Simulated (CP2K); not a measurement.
Consider methoxypyrazine at its PBE geometry (Å).

```xyz
14

C    -2.4547    0.4781   -0.0480
O    -1.5684   -0.6550   -0.2107
C    -0.2432   -0.4043   -0.0913
C     0.6325   -1.5075   -0.2222
N     1.9490   -1.3559   -0.1193
C     2.3986   -0.1023    0.1161
C     1.5279    0.9743    0.2425
N     0.1898    0.8333    0.1397
H    -2.3334    0.9243    0.9475
H    -3.4608    0.0670   -0.1706
H    -2.2498    1.2429   -0.8081
H     0.2368   -2.5077   -0.4102
H     3.4779    0.0283    0.2031
H     1.8977    1.9845    0.4316
```

Method: CP2K XAS_TDP, all-electron GAPW, PBEh(45%), aug-cc-pVDZ, TDA, no relativity.

Q: Predict the bright core excitations at the C K edge.

Leading lines: C1 284.95 eV, C3 283.35 eV, C4 281.50 eV, C6 281.95 eV and C7 281.66 eV. The leading line of an atom is its first one with 35 % of the strongest within 2.5 eV of its lowest line over the strength cut. 

The first six lines of each atom with a strength over 0.0015:

```tsv
atom	energy (eV)	states	strength, one atom
C1 (bonded to O and 3 H)	284.95	1	0.0437
	285.70	1	0.0049
	286.10	1	0.0239
	286.24	1	0.0182
	286.87	1	0.0043
	287.04	1	0.0044
C3 (bonded to C, N and O)	283.35	1	0.0602
	284.93	1	0.0052
	287.93	1	0.0111
	288.24	1	0.0069
	289.23	1	0.0027
	289.40	1	0.0037
C4 (bonded to C, N and H)	281.50	1	0.0472
	283.92	1	0.0051
	285.56	1	0.0104
	286.29	1	0.0054
	286.83	1	0.0025
	286.89	1	0.0033
C6 (bonded to C, N and H)	281.95	1	0.0508
	282.98	1	0.0029
	285.11	1	0.0114
	286.11	1	0.0029
	286.60	1	0.0023
	286.87	1	0.0016
C7 (bonded to C, N and H)	281.66	1	0.0537
	283.91	1	0.0030
	285.37	1	0.0126
	286.39	1	0.0027
	286.81	1	0.0029
	287.67	1	0.0019
```

Lines are vertical, at one geometry, with no vibrational structure. Without a correction of the core level, line positions, and the gaps between valence and Rydberg lines, follow the share of exact exchange. At this level such K lines come out 3 to 6 eV under measured ones. These values hold no scalar relativity, about 0.1 eV for C 1s. Rydberg lines, and the discretised continuum above threshold, depend on the basis and the box.

[Banner, clock and machine lines of the logs are left out without a mark of their own.]

[Logs are printed without paths, hosts, clocks, repeated set-up lines and the standing remarks that a program may print on its own settings, such as how far it seeks lower states.]

[Hosts, paths, dates, database ids (printed as entryN), source tags and the programs' standing remarks are cut or masked in the printed files.]
